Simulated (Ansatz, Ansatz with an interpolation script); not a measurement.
Rows from a G0W0 calculation on Ga2O3 (C2/m) (Ansatz 0.2.0; G0W0 on LDA, plane waves, PAW; PAW set soft_1; 4×4×2 mesh, 479 empty bands, screening to 160 eV, PAW set soft_1 files), in eV. Spin-orbit coupling is left out.

```tsv
row	k	band	start	Σx	Σc at the solution	Vxc
A	Γ	v1	7.784	-27.759	4.835	-22.065
B	(-0.500, -0.500, -0.500)	c1	12.898	-13.369	-4.134	-18.839
C	(-0.500, -0.500, -0.500)	v1	7.799	-27.096	4.846	-21.406
D	Γ	c1	10.134	-12.454	-3.732	-17.252
E	(-0.500, -0.500, -0.500)	c2	13.014	-12.504	-4.212	-18.031
F	Γ	c2	13.362	-11.728	-4.533	-17.661
```

Work out each quasiparticle level and how far it moved.

The quasiparticle equation reads E = start + Σx + Σc(E) − Vxc.

```tsv
row	E (eV)	shift (eV)
A	6.925	−0.859
B	14.234	+1.336
C	6.956	−0.844
D	11.200	+1.066
E	14.329	+1.315
F	14.762	+1.400
```

The gap over the computed points goes from 2.33 eV to 4.24 eV.

Limits: not at the basis limit; no spin-orbit coupling; coarse k mesh.

[Paths, hosts, dates, memory and timing lines, banners, echoed tables and standing remarks are left out of the program output.]

[Logs are printed without paths, hosts, clocks, repeated set-up lines and the standing remarks that a program may print on its own settings, such as how far it seeks lower states.]

[Runs of the session that timed out or met a known fault of the program may be left out.]

[Hosts, paths, dates, database ids (printed as entryN), source tags and the programs' standing remarks are cut or masked in the printed files.]
